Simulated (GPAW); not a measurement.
## A GW chain in GPAW: K3LiCl4 (ordered alloy, started on the rocksalt lattice) (Pm-3m)

Aim: the G0W0 gap of K3LiCl4 (ordered alloy, started on the rocksalt lattice) (Pm-3m) on PBE, step by step.

Method: PBE and many-body steps on it, plane waves, in GPAW 26.7.0.

The raw output is cut from this account; settings, times and results stay.

The structure was built from a prototype and need not be the compound's stable phase.

**1. Set-up**

Symmetry: Pm-3m, No. 221, cubic system. Conventional cell: a = 6.182 Å, b = 6.182 Å, c = 6.182 Å, α = 90.00°, β = 90.00°, γ = 90.00°. Nearest to Li lie 6 Cl at 3.09 Å. Nearest to Cl lie 6 K at 3.09 Å. Nearest to K lie 6 Cl at 3.09 Å. Cl has 4 K at 3.09 Å and 2 Li at 3.09 Å nearest. Farther neighbours, and contacts between anions beyond the nearest, are not listed.

The structure was relaxed with PBE. The structure type comes from a generator and need not be one that this composition takes. The runs that relaxed it are not among those shown.

**2. Ground state**

This step: GPAW 26.7.0; DFT, PBE, plane waves, PAW.

The ground-state density comes first.

run.py

```python
import json
import numpy as np
from gpaw.mpi import world
from ase import Atoms
from gpaw import GPAW, PW, FermiDirac

atoms = Atoms(['Li', 'Cl', 'K', 'Cl', 'K', 'Cl', 'K', 'Cl'],
    cell=[[6.1820766924, 0.0000000000, 0.0000000000],
      [0.0000000000, 6.1820766924, 0.0000000000],
      [0.0000000000, 0.0000000000, 6.1820766924]],
    scaled_positions=[[0.0000000000, 0.0000000000, 0.0000000000],
      [0.5000000000, 0.5000000000, 0.5000000000],
      [0.5000000000, 0.5000000000, 0.0000000000],
      [0.0000000000, 0.0000000000, 0.5000000000],
      [0.5000000000, 0.0000000000, 0.5000000000],
      [0.0000000000, 0.5000000000, 0.0000000000],
      [0.0000000000, 0.5000000000, 0.5000000000],
      [0.5000000000, 0.0000000000, 0.0000000000]],
    pbc=(True, True, True))
calc = GPAW(mode=PW(600),
    xc='PBE',
    kpts={'size': (4, 4, 4), 'gamma': True},
    occupations=FermiDirac(0.001),
    nbands=-10,
    convergence={'density': 1e-6, 'bands': -3},
    maxiter=100,
    txt='gs.txt')
atoms.calc = calc
res = {'energy': atoms.get_potential_energy()}
kpts = calc.get_ibz_k_points()
res['kpts'] = kpts
res['eigenvalues'] = [calc.get_eigenvalues(kpt=k) for k in range(len(kpts))]
res['n_electrons'] = calc.get_number_of_electrons()
calc.write('gs.gpw')

if world.rank == 0:
    with open('result.json', 'w') as f:
        json.dump(res, f, default=lambda x: x.tolist())
```

Run with:

```
mpirun -n 4 gpaw python run.py
```

Elapsed: 61 s, on 4 MPI ranks of Arm Neoverse V1, shared host; peak memory 0.83 GiB.

Read from the output:

```yaml
total_energy: -27.53 eV
gap: 4.696 eV
k_of_the_valence_top: 0, 0, 0
k_of_the_conduction_bottom: 0, 0, 0
least_direct_gap: 4.696 eV
```

The gap is direct, at Γ.

**3. Bands along the symmetry lines**

Levels along a band path, at the cheap level, show where the edges lie and whether the meshes to come will hold them.

run.py

```python
import json
import numpy as np
from gpaw.mpi import world
from gpaw import GPAW

path = [[0.000000, 0.000000, 0.000000],
    [0.000000, 0.062500, 0.000000],
    [0.000000, 0.125000, 0.000000],
    [0.000000, 0.187500, 0.000000],
    [0.000000, 0.250000, 0.000000],
    [0.000000, 0.312500, 0.000000],
    [0.000000, 0.375000, 0.000000],
    [0.000000, 0.437500, 0.000000],
    [0.000000, 0.500000, 0.000000],
    [0.062500, 0.500000, 0.000000],
    [0.125000, 0.500000, 0.000000],
    [0.187500, 0.500000, 0.000000],
    [0.250000, 0.500000, 0.000000],
    [0.312500, 0.500000, 0.000000],
    [0.375000, 0.500000, 0.000000],
    [0.437500, 0.500000, 0.000000],
    [0.500000, 0.500000, 0.000000],
    [0.437500, 0.437500, 0.000000],
    [0.375000, 0.375000, 0.000000],
    [0.312500, 0.312500, 0.000000],
    [0.250000, 0.250000, 0.000000],
    [0.187500, 0.187500, 0.000000],
    [0.125000, 0.125000, 0.000000],
    [0.062500, 0.062500, 0.000000],
    [0.000000, 0.000000, 0.000000],
    [0.062500, 0.062500, 0.062500],
    [0.125000, 0.125000, 0.125000],
    [0.187500, 0.187500, 0.187500],
    [0.250000, 0.250000, 0.250000],
    [0.312500, 0.312500, 0.312500],
    [0.375000, 0.375000, 0.375000],
    [0.437500, 0.437500, 0.437500],
    [0.500000, 0.500000, 0.500000],
    [0.437500, 0.500000, 0.437500],
    [0.375000, 0.500000, 0.375000],
    [0.312500, 0.500000, 0.312500],
    [0.250000, 0.500000, 0.250000],
    [0.187500, 0.500000, 0.187500],
    [0.125000, 0.500000, 0.125000],
    [0.062500, 0.500000, 0.062500],
    [0.000000, 0.500000, 0.000000],
    [0.500000, 0.500000, 0.500000],
    [0.500000, 0.500000, 0.437500],
    [0.500000, 0.500000, 0.375000],
    [0.500000, 0.500000, 0.312500],
    [0.500000, 0.500000, 0.250000],
    [0.500000, 0.500000, 0.187500],
    [0.500000, 0.500000, 0.125000],
    [0.500000, 0.500000, 0.062500],
    [0.500000, 0.500000, 0.000000]]
calc = GPAW('gs.gpw').fixed_density(kpts=path,
    symmetry='off',
    nbands=38,
    convergence={'bands': 34},
    txt='bands.txt')
res = {}
kpts = calc.get_ibz_k_points()
res['kpts'] = kpts
res['eigenvalues'] = [calc.get_eigenvalues(kpt=k) for k in range(len(kpts))]
res['n_electrons'] = calc.get_number_of_electrons()

if world.rank == 0:
    with open('result.json', 'w') as f:
        json.dump(res, f, default=lambda x: x.tolist())
```

Run with:

```
mpirun -n 4 gpaw python run.py
```

The job ended after 3 min (4 MPI ranks; peak memory 1.3 GiB; 12 min of CPU time).

Numbers from this step:

| Item | Value |
| --- | --- |
| gap | 4.696 eV |
| k of the valence top | 0, 0, 0 |
| k of the conduction bottom | 0, 0, 0 |
| least direct gap | 4.696 eV |

The gap is 4.696 eV, as in the run before at this level.

The electronic bands at the labelled points (eV, zero at the top of the highest filled band):

```tsv
point	band 25	band 26	band 27	band 28	band 29	band 30	band 31	band 32
Γ	-0.24	0.00	0.00	0.00	4.70	6.80	6.80	6.80
halfway	-0.24	-0.24	-0.04	-0.04	5.13	6.98	7.19	7.19
X	-0.21	-0.21	-0.11	-0.11	5.88	6.62	7.29	7.85
halfway	-0.27	-0.24	-0.24	-0.17	6.16	6.79	7.64	7.67
M	-0.33	-0.33	-0.29	-0.22	6.87	6.89	6.89	7.69
halfway	-0.31	-0.29	-0.14	-0.10	5.49	7.28	7.41	7.43
Γ	-0.24	0.00	0.00	0.00	4.70	6.80	6.80	6.80
halfway	-0.31	-0.31	-0.17	-0.17	5.76	7.34	7.34	7.48
R	-0.32	-0.32	-0.24	-0.24	6.59	6.59	6.59	7.81
halfway	-0.30	-0.29	-0.27	-0.22	6.29	6.77	7.30	7.80
X	-0.21	-0.21	-0.11	-0.11	5.88	6.62	7.29	7.85
jump to R	-0.32	-0.32	-0.24	-0.24	6.59	6.59	6.59	7.81
halfway	-0.32	-0.32	-0.31	-0.23	6.71	6.72	6.72	7.82
M	-0.33	-0.33	-0.29	-0.22	6.87	6.89	6.89	7.69
```

**4. Empty states on the mesh, 2×2×2 mesh, 546 bands**

The sums over transitions need many empty states on a uniform mesh; this step solves for them.

run.py

```python
import json
import numpy as np
from gpaw.mpi import world
from gpaw import GPAW

calc = GPAW('gs.gpw').fixed_density(kpts={'size': (2, 2, 2), 'gamma': True},
    nbands=637,
    convergence={'bands': 546},
    txt='nscf.txt')
calc.write('full.gpw', mode='all')
res = {}
kpts = calc.get_ibz_k_points()
res['kpts'] = kpts
res['eigenvalues'] = [calc.get_eigenvalues(kpt=k) for k in range(len(kpts))]
res['n_electrons'] = calc.get_number_of_electrons()

if world.rank == 0:
    with open('result.json', 'w') as f:
        json.dump(res, f, default=lambda x: x.tolist())
```

Run with:

```
mpirun -n 4 gpaw python run.py
```

Elapsed: 6 min, on 4 MPI ranks; peak memory 2.2 GiB; 24 min of CPU time.

Numbers from this step:

```yaml
gap: 4.696 eV
k_of_the_valence_top: 0, 0, 0
k_of_the_conduction_bottom: 0, 0, 0
least_direct_gap: 4.696 eV
k_points_computed: 4
lowest_point_of_the_top_converged_band_above_the_valence_top: 93.5156 eV
```

On this mesh the gap is 4.696 eV.

**5. Screening and self-energy, 2×2×2 mesh, 249 bands, screening to 60 eV**

G0W0 replaces the xc potential by the self-energy, built once from these orbitals. Only a window of levels is corrected, while the sums run over the empty bands that the input names.

This step: G0W0 on PBE, plane waves, PAW.

run.py

```python
import json
import numpy as np
from gpaw.mpi import world
from gpaw.response.g0w0 import G0W0

gw = G0W0('full.gpw',
    filename='gw',
    kpts=[0],
    bands=(26, 30),
    ecut=60,
    nbands=249,
    integrate_gamma='WS',
    ppa=True)
gw.calculate()
res = {mode: {k: v for k, v in r.items() if k != 'sigma_eskwn'}
       for mode, r in gw.all_results.items()}

if world.rank == 0:
    with open('result.json', 'w') as f:
        json.dump(res, f, default=lambda x: x.tolist())
```

Run with:

```
mpirun -n 4 gpaw python run.py
```

Wall time 48 s (4 MPI ranks); peak memory 2 GiB.

Numbers from this step:

- G0W0 gap on the mesh: 7.198 eV
- least direct G0W0 gap on the computed points: 7.198 eV
- Z at the valence top: 0.8226
- Z at the conduction bottom: 0.8768
- starting gap on the mesh: 4.696 eV
- k of the valence top: 0, 0, 0
- k of the conduction bottom: 0, 0, 0

The gap on the mesh goes from 4.70 eV to 7.20 eV, a correction of +2.50 eV.

Limits: finite bands, cutoff and mesh; coarse k mesh. v1 is the top filled band, c1 the lowest empty one. Levels before and after the correction, in eV, zero at the valence-band top of each column:

```tsv
	conduction bottom	valence top
Kohn-Sham	4.70	0.00
G0W0	7.20	0.00
```

```tsv
	level	energy (eV)
Kohn-Sham	Γ v2-v1	0.000
Kohn-Sham	Γ c1	4.696
Kohn-Sham	Γ c2	6.804
G0W0	Γ v2-v1	0.000
G0W0	Γ c1	7.198
G0W0	Γ c2	9.758
```

**6. Where the time went**

Times are wall times on 4 MPI ranks of Arm Neoverse V1, shared host, good to a factor of about two.

```tsv
step	time	share	memory (GiB)
ground state	61 s	10 %	0.83
bands along the symmetry lines	3 min	28 %	1.3
empty states on the mesh	6 min	55 %	2.2
screening and self-energy	48 s	7 %	2.0
```

**7. What came out**

| Property | Result |
| --- | --- |
| PBE gap | 4.70 eV, direct |
| G0W0 gap on the mesh | 7.20 eV |
| GW settings | 2×2×2 mesh, 249 bands, screening to 60 eV, Godby-Needs plasmon pole |
| known limits | short of the basis limit; coarse k mesh |

What this shows: G0W0 moves the gap on the mesh from 4.70 eV to 7.20 eV (+2.50 eV), with Z of 0.82 and 0.88 at the edges. The dearest step here is «empty states on the mesh». Bands and cutoff are finite, so the gap stands short of the basis limit, usually by up to a few tenths of an eV; the mesh is an error of its own. The 2×2×2 mesh is coarse for this cell, which bears on the long-range parts of exchange and screening.

[Long decimals in the printed logs are rounded to 6 places.]

[Logs are printed without paths, hosts, clocks, repeated set-up lines and the standing remarks that a program may print on its own settings, such as how far it seeks lower states.]

[Paths, hosts, dates, memory and timing lines, banners, echoed tables and standing remarks are left out of the program output; an Ansatz launch command may be rebuilt from the run's recorded settings. Measured values are a selection of at most five: reports struck by readers or far from the other reports are left out. None is set beside runs whose start may be inverted or whose files or cutoffs have a known fault.]

[Runs of the session that timed out or met a known fault of the program may be left out.]

[Hosts, paths, dates, database ids (printed as entryN), source tags and the programs' standing remarks are cut or masked in the printed files.]

[Where the starting crystal was built by hand or by swapping elements, it need not be the compound's stable phase.]
